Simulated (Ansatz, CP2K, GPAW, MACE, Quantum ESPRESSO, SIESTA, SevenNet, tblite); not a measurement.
## H-capped AlP nanocrystal (rod) (34 atoms): one structure in several programs

Aim: run H-capped AlP nanocrystal (rod) (34 atoms) in several programs and set results and cost side by side. A plane-wave run serves as the reference.

Program: Quantum ESPRESSO 7.5. Level of theory: Kohn-Sham DFT, PBE, SSSP efficiency 1.3.0 pseudopotentials, plane waves. Results are calculated unless marked as measured.

### 1. The structure

The cell holds 34 atoms: 6 P, 6 Al and 22 H. Its edges and angles: a = 15.829 Å, b = 15.829 Å, c = 21.292 Å, α = 90.0°, β = 90.0°, γ = 90.0°. It derives from AlP (zinc-blende). Rod of size parameter 3.1 Å cut from zinc-blende AlP (a = 5.463 Å), atoms with fewer than two neighbours dropped, broken bonds capped with H, 10 Å of vacuum. Then every atom was moved at random, 0.03 Å r.m.s. a Cartesian component (hydrogen 0.6 of that). Regions: crystal, 12 atoms (6 P and 6 Al); hydrogen, 22 atoms (22 H). Vacuum lies along a, b and c.

### 2. Reference: Quantum ESPRESSO, plane waves

Input file pw.in:

```
&control
  calculation = 'scf'
  pseudo_dir = './pseudo'
  outdir = './tmp'
  disk_io = 'none'
  tprnfor = .true.
/
&system
  ibrav = 0
  nat = 34
  ntyp = 3
  ecutwfc = 45
  ecutrho = 360
  nosym = .true.
  occupations = 'smearing'
  smearing = 'fd'
  degauss = 0.003675
/
&electrons
  conv_thr = 1.7e-07
  electron_maxstep = 100
  mixing_beta = 0.2
  mixing_mode = 'local-TF'
  diagonalization = 'david'
/
ATOMIC_SPECIES
P 30.974 P.upf
Al 26.982 Al.upf
H 1.008 H.upf
CELL_PARAMETERS angstrom
15.82930 0.00000 0.00000
0.00000 15.82930 0.00000
0.00000 0.00000 21.29230
ATOMIC_POSITIONS crystal
P 0.36786 0.54050 0.40416
P 0.36876 0.54008 0.66064
P 0.53762 0.36875 0.40645
P 0.53731 0.36872 0.65695
P 0.53641 0.53902 0.27190
Al 0.45299 0.62498 0.34123
Al 0.62790 0.45274 0.34008
Al 0.45442 0.45656 0.46751
P 0.53987 0.53898 0.52925
Al 0.45538 0.62332 0.59040
Al 0.62788 0.45598 0.59555
Al 0.45643 0.45133 0.72343
[... 18 atom lines left out ...]
H 0.68772 0.39615 0.55180
H 0.68338 0.50909 0.63828
H 0.39822 0.39740 0.76463
H 0.51261 0.51121 0.76373
K_POINTS gamma
```

On the command line:

```
> OMP_NUM_THREADS=1 mpirun -np 4 pw.x -in pw.in > output.txt
```

What it wrote:

```text
Program PWSCF
     gamma-point specific algorithms are used
     Parallelization info
     sticks:   dense  smooth     PW     G-vecs:    dense   smooth      PW
     Min        6406    3199    798              1038269   367069   45874
     Max        6408    3202    800              1038288   367082   45880
     Sum       25629   12801   3197              4153119  1468299  183513
     bravais-lattice index     =            0
     lattice parameter (alat)  =      29.9130  a.u.
     unit-cell volume          =   36003.3239 (a.u.)^3
     number of atoms/cell      =           34
     number of atomic types    =            3
     number of electrons       =        70.00
     number of Kohn-Sham states=           42
     kinetic-energy cutoff     =      45.0000  Ry
[... lines left out ...]
     scf convergence threshold =      1.7E-07
[... lines left out ...]
     number of k points=     1  Fermi-Dirac smearing, width (Ry)=  0.0037
[... lines left out ...]
     total energy              =    -347.33958021 Ry
[... lines left out ...]
     total energy              =    -346.68833865 Ry
[... lines left out ...]
     total energy              =    -346.89336114 Ry
[... lines left out ...]
     total energy              =    -346.85952077 Ry
[... lines left out ...]
     total energy              =    -346.85952180 Ry
     estimated scf accuracy    <       0.00000039 Ry
     iteration # 26     ecut=    45.00 Ry     beta= 0.20
     negative rho (up, down):  3.928E-04 0.000E+00
     End of self-consistent calculation
          k = 0.0000 0.0000 0.0000 ( 91757 PWs)   bands (ev):
   -16.9015 -16.5661 -16.4840 -16.1308 -15.8585 -15.4426 -11.0572 -10.9370
   -10.8076 -10.6928 -10.4942 -10.3156 -10.2663 -10.1256  -9.9554  -9.8014
    -9.5975  -8.7194  -8.6698  -8.2617  -7.8926  -7.7414  -7.5020  -7.2878
    -7.0213  -6.7514  -6.6651  -6.6060  -6.3532  -6.3345  -6.2022  -5.9119
    -5.7966  -5.6537  -5.4909  -2.4124  -1.7163  -1.5907  -1.3982  -1.1942
    -1.0777  -0.8604
     the Fermi energy is    -4.0882 ev
!    total energy              =    -346.85952202 Ry
     estimated scf accuracy    <       0.00000015 Ry
     smearing contrib. (-TS)   =      -0.00000000 Ry
     internal energy E=F+TS    =    -346.85952202 Ry
     The total energy is F=E-TS. E is the sum of the following terms:
     one-electron contribution =    -565.56337815 Ry
     hartree contribution      =     288.52123631 Ry
     xc contribution           =     -56.72268409 Ry
     ewald contribution        =     195.10722029 Ry
     one-center paw contrib.   =    -208.20191639 Ry
     convergence has been achieved in  26 iterations
     negative rho (up, down):  3.928E-04 0.000E+00
     Forces acting on atoms (cartesian axes, Ry/au):
     atom    1 type  1   force =    -0.00205707   -0.01835683   -0.01529742
     atom    2 type  1   force =     0.05492639   -0.07971384   -0.10041056
     atom    3 type  1   force =     0.00115636    0.01048610   -0.05131544
[...]
atom   33 type  3   force =    -0.02608146   -0.02870131    0.01775324
     atom   34 type  3   force =     0.02095976    0.01668885    0.00244226
     Total force =     0.335312     Total SCF correction =     0.000393
     Message from routine punch:
     Nothing written, as per user request (disk_io='none')
```

Wall time 4.9 min (4 MPI ranks of Arm Neoverse V2, shared host); peak memory 7.7 GiB; 20 min of CPU time.

Banners, paths, timers and routine set-up lines are dropped from the logs unmarked, and long logs keep their key lines alone; longer cuts are marked.

Numbers from this run:

* r.m.s. force component: 0.8536 eV/Å
* longest force: 3.87 eV/Å
* gap (highest filled to lowest empty level): 3.079 eV

### 3. Local order

Normalised to the volume that the atoms fill. Pair distribution functions g(r), in bins of 0.2 Å:

```tsv
r (Å)	total	H-H	H-Al	H-P	Al-Al	Al-P	P-P
1.30	0.95	0.00	0.00	4.19	0.00	0.00	0.00
1.50	3.89	0.00	7.30	9.75	0.00	0.00	0.00
1.70	0.85	0.00	3.75	0.00	0.00	0.00	0.00
1.90	0.00	0.00	0.00	0.00	0.00	0.00	0.00
2.10	0.00	0.00	0.00	0.00	0.00	0.00	0.00
2.30	1.49	1.29	0.00	0.00	0.00	15.26	0.00
2.50	0.82	1.03	0.00	0.00	0.00	6.20	0.00
2.70	0.00	0.00	0.00	0.00	0.00	0.00	0.00
2.90	0.00	0.00	0.00	0.00	0.00	0.00	0.00
3.10	1.77	0.89	5.62	0.50	0.00	0.00	0.00
3.30	1.18	0.00	0.24	4.95	0.00	0.00	0.00
3.50	0.22	0.54	0.00	0.00	0.00	0.00	0.00
3.70	1.27	2.75	0.00	0.00	2.62	0.00	1.29
3.90	1.22	0.74	0.81	0.98	7.40	0.00	8.70
4.10	1.01	0.32	1.75	2.08	0.00	0.00	0.00
4.30	0.25	0.36	0.42	0.00	0.00	0.00	0.00
4.50	0.51	0.41	0.00	0.00	0.00	5.46	0.00
4.70	0.26	0.12	0.57	0.34	0.00	0.00	0.00
4.90	0.17	0.00	0.41	0.32	0.00	0.00	0.00
5.10	0.53	0.05	0.47	1.76	0.00	0.00	0.00
5.30	0.49	0.58	0.91	0.00	0.65	0.00	0.65
5.50	0.44	0.87	0.00	0.00	1.25	0.00	1.23
5.70	0.28	0.43	0.38	0.00	0.00	0.28	0.00
5.90	0.35	0.24	0.44	0.57	0.00	0.26	0.00
6.10	0.22	0.33	0.07	0.27	0.00	0.00	0.00
6.30	0.25	0.28	0.13	0.44	0.00	0.00	0.00
6.50	0.25	0.30	0.36	0.06	0.43	0.00	0.43
6.70	0.20	0.18	0.22	0.22	0.42	0.00	0.42
```

Bonds by pair of elements; cutoffs follow the first minimum of g(r), held within bounds set by covalent radii, and pairs that aren't listed don't count as bonded (cutoffs were set anew for this text, so counts can differ from the run's own analysis):

```tsv
pair A-B	cutoff (Å)	bonds	mean length (Å)	spread (Å)	shortest (Å)	B about A	A about B
H-Al	2.08	11	1.59	0.047	1.52	0.5	1.83
H-P	1.73	11	1.42	0.054	1.30	0.5	1.83
Al-P	2.88	13	2.36	0.052	2.29	2.17	2.17
```

How many atoms have how many bonded neighbours:

```tsv
element	mean	1	4
Al	4	0	6
H	1	22	0
P	4	0	6
```

### 4. What was run beside it

The programs:
- CP2K 2026.2: Gaussian basis with GTH pseudopotentials and a plane-wave density; labels give functional, basis (MOLOPT sets; SR short-range, UZH the newer set with its own potentials), grid cutoff/relative cutoff and solver (OT: orbital transformation; TRS4, TC2, SIGN: linear-scaling purification with its sparsity filter), or its built-in tight binding.
- GPAW 26.7.0: PAW with atomic orbitals (LCAO), plane waves or a real-space grid of spacing h.
- MACE: machine-learned potential, published weights.
- Quantum ESPRESSO 7.5: plane waves; labels (QE) give functional, pseudopotential set and cutoffs of waves/density.
- SIESTA 5.4.2: numerical atomic orbitals, whose automatically made sets are far from complete, with PseudoDojo norm-conserving potentials that we converted to its format (checked against plane waves on the same files for H, C, O, Si, Ge and Ca alone); labels give functional, basis size, energy shift and mesh cutoff.
- SevenNet: machine-learned potential, published weights.
- tblite 0.8.0: extended tight binding, driven from Python.

All use the same cell and atoms; the electronic-structure runs use the same k-mesh, and an electronic temperature of 580 K (0.05 eV) where levels are smeared.

Differences are against the plane-wave reference, forces as r.m.s. over components; share is that over the reference's r.m.s. force, slope the least-squares factor from reference forces to these. Total energies of different programs have different zeros and aren't compared.

```tsv
run	Δ force, r.m.s. (meV/Å)	share (%)	slope	Δ gap (eV)	cores	CPU time	memory (GiB)
reference	-	-	-	-	4	20 min	7.7
CP2K GFN1-xTB, diagonalisation	367	43.0	0.784	-	1	1.8 s	0.24
CP2K PBE, DZVP-UZH, 157/50 Ry, diagonalisation (coarse)	381	44.6	0.976	0.163	1	76 s	1.6
CP2K PBE, DZVP-UZH, 315/50 Ry, diagonalisation (coarse)	46.8	5.48	1.008	0.163	1	3.8 min	4.9
GPAW PBE, LCAO dzp, h 0.2 Å	138	16.2	1.067	0.226	1	33 s	1.8
GPAW PBE, LCAO dzp, h 0.2 Å, other mixer settings	139	16.2	1.067	0.226	1	42 s	1.4
GPAW PBE, LCAO sz(dzp), h 0.2 Å (coarse)	1265	148	1.491	0.881	1	24 s	1.7
GPAW PBE, LCAO szp(dzp), h 0.2 Å (coarse)	654	76.7	1.244	0.168	1	31 s	1.8
MACE MP-0b2 small potential	340	39.9	0.858	-	1	5.8 s	0.65
QE PBE, sg15-1.2, 80/320 Ry	19.0	2.22	0.986	0.0337	4	26 min	3.4
QE PBE, sssp-1.3.0-efficiency, 45/360 Ry, cg	0.327	0.0383	1.000	-7.0e-4	4	29 min	7.8
SIESTA PBE, DZP, shift 0.005 Ry, mesh 300 Ry	193	22.6	1.097	0.0787	1	86 s	1.3
SIESTA PBE, DZP, shift 0.01 Ry, mesh 150 Ry (coarse)	167	19.6	1.088	0.106	1	22 s	0.48
SIESTA PBE, DZP, shift 0.01 Ry, mesh 300 Ry	167	19.6	1.089	0.106	1	70 s	1.2
SIESTA PBE, SZ, shift 0.01 Ry, mesh 300 Ry (coarse)	1329	156	1.541	1.37	1	43 s	1.0
SIESTA PBE, TZP, shift 0.01 Ry, mesh 300 Ry	152	17.8	1.080	0.0978	1	81 s	1.3
SevenNet 0 potential	231	27.1	0.921	-	1	6.1 s	0.54
SevenNet l3i5 potential	312	36.6	0.827	-	1	6.9 s	0.63
tblite GFN1-xTB	366	42.8	0.785	-	1	0.61 s	0.24
tblite GFN2-xTB	361	42.3	0.805	-	1	0.69 s	0.24
```

Rows marked coarse were listed beforehand as settings not expected to be converged; some can still land near the reference.

Times of the machine-learned potentials are mostly Python's start and the loading of weights.

CPU time is summed over cores on a shared host, where runs went side by side, so it is rough. Symmetry, cutoffs, thresholds, outputs and thread counts weren't matched or tuned between programs; memory under MPI is the largest rank's times the ranks.

Runs without a result: CP2K PBE, DZVP-UZH, 450/50 Ry, diagonalisation (ended with an error); CP2K PBE, TZVP-UZH, 450/50 Ry, diagonalisation (ended with an error); CP2K PBE, SZV-MOLOPT-SR, 450/50 Ry, diagonalisation (ended with an error); CP2K PBE, DZVP-MOLOPT (SR for Al), 450/50 Ry, diagonalisation (ended with an error); CP2K PBE, DZVP-UZH, 450/70 Ry, diagonalisation (ended with an error); CP2K PBE+D4, DZVP-UZH, 450/50 Ry, diagonalisation (ended with an error); CP2K revPBE, PBE potentials, DZVP-UZH, 450/50 Ry, diagonalisation (cut off at its time limit of 4.6 min); CP2K PBEsol, PBE potentials, DZVP-UZH, 450/50 Ry, diagonalisation (ended with an error).

Mean charges by element (e), by run and scheme:

```tsv
run	scheme	P	Al	H
CP2K GFN1-xTB, diagonalisation	Mulliken	-0.07	+0.25	-0.05
CP2K PBE, DZVP-UZH, 315/50 Ry, diagonalisation	Mulliken	-0.16	+0.38	-0.06
SIESTA PBE, DZP, shift 0.005 Ry, mesh 300 Ry	Hirshfeld	+0.08	+0.19	-0.07
SIESTA PBE, DZP, shift 0.01 Ry, mesh 300 Ry	Hirshfeld	+0.10	+0.17	-0.07
SIESTA PBE, TZP, shift 0.01 Ry, mesh 300 Ry	Hirshfeld	+0.09	+0.17	-0.07
tblite GFN1-xTB	Mulliken	-0.06	+0.24	-0.05
tblite GFN2-xTB	Mulliken	-0.12	+0.35	-0.06
```

Within one program, basis, potentials and functional, energies share a zero. Each run against its twin at the usual cutoff or grid and solver:

```tsv
run	twin	Δ energy (meV/atom)	Δ force, r.m.s. (meV/Å)	CPU time over the twin's
GPAW PBE, LCAO dzp, h 0.2 Å, other mixer settings	LCAO dzp, h 0.2 Å	0	0.92	1.3
QE PBE, sssp-1.3.0-efficiency, 45/360 Ry, cg	sssp-1.3.0-efficiency, 45/360 Ry	0	0.327	1.5
SIESTA PBE, DZP, shift 0.01 Ry, mesh 150 Ry	DZP, shift 0.01 Ry, mesh 300 Ry	0.0449	3.31	0.32
```

### 5. Summary of results

```yaml
reference_r_m_s_force_component: 0.854 eV/Å
nearest_in_forces: QE PBE, sssp-1.3.0-efficiency, 45/360 Ry, cg, 0.038 %
farthest_in_forces: SIESTA PBE, SZ, shift 0.01 Ry, mesh 300 Ry (coarse), 156 %
cheapest_electronic_structure_run_beside_the_reference: tblite GFN1-xTB, 0.61 s of CPU time
```

PBE on plane waves or a grid with other potentials, cutoffs or grids, coarse settings apart, differs from the reference by 2.2 % (QE PBE, sg15-1.2, 80/320 Ry) of the r.m.s. force; this holds the reference's own error, so differences of a few per cent don't tell which side is nearer the exact PBE result. With the reference's own potentials and cutoffs, another solver or threshold moves forces by 0.038 % (QE PBE, sssp-1.3.0-efficiency, 45/360 Ry, cg). The PBE runs in local orbitals, coarse settings apart, differ by 16 % (GPAW PBE, LCAO dzp, h 0.2 Å) to 23 % (SIESTA PBE, DZP, shift 0.005 Ry, mesh 300 Ry); basis, grid and potentials can all enter. Tight binding differs by 42 % (tblite GFN2-xTB) to 43 % (CP2K GFN1-xTB, diagonalisation); it is another model, with fitted parameters of its own, and the xTB methods hold dispersion. Machine-learned potentials differ by 27 % (SevenNet 0 potential) to 40 % (MACE MP-0b2 small potential); they were trained on other programs' data. Among those trained on PBE data the slope goes as low as 0.83: softened forces are a known trait of such potentials far from the near-equilibrium structures that fill their training sets. CP2K GFN1-xTB, diagonalisation needed 78 SCF steps, so its time overstates the method's usual cost. Runs with settings chosen to be coarse differ by 5.5 % (CP2K PBE, DZVP-UZH, 315/50 Ry, diagonalisation) to 156 % (SIESTA PBE, SZ, shift 0.01 Ry, mesh 300 Ry), their programs' other errors included. Of the electronic-structure runs that take under half the reference's CPU time, CP2K PBE, DZVP-UZH, 315/50 Ry, diagonalisation comes nearest, at 5.5 % in 3.8 min against 20 min. At the same functional, gaps differ from the reference's 3.08 eV by between -0.00 and +1.37 eV. A likely cause of the wide gaps: compact atomic orbitals describe empty levels worse than filled ones. Charges hang on model, scheme and program or settings: among these rows the mean for P runs from -0.16 to +0.10 e, even in sign. In the reference: filled and empty levels are parted by 3.08 eV (on the run's k-points); a semilocal functional tends to put such gaps too low. In the reference: first main peaks of g(r), for some of the pairs, lie near 1.58 Å (H-Al), 1.41 Å (H-P), 3.84 Å (Al-Al), 2.36 Å (Al-P) and 3.84 Å (P-P). Periodic xTB results under one method name differ between programs and library versions. The potentials hold different valence shells: 70 electrons in the reference, 118 in Quantum ESPRESSO with SG15; this bears on time and differences. Caps of real hydrogen don't mimic the fractional bonds of a polar compound, so surface states and strained caps may belong to the model.

[Also dropped from logs without a mark: logging warnings of Python, and SIESTA's first energy breakdown and zero terms.]

[Logs are printed without paths, hosts, clocks, repeated set-up lines and the standing remarks that a program may print on its own settings, such as how far it seeks lower states.]

[Hosts, paths, dates, database ids (printed as entryN), source tags and the programs' standing remarks are cut or masked in the printed files.]
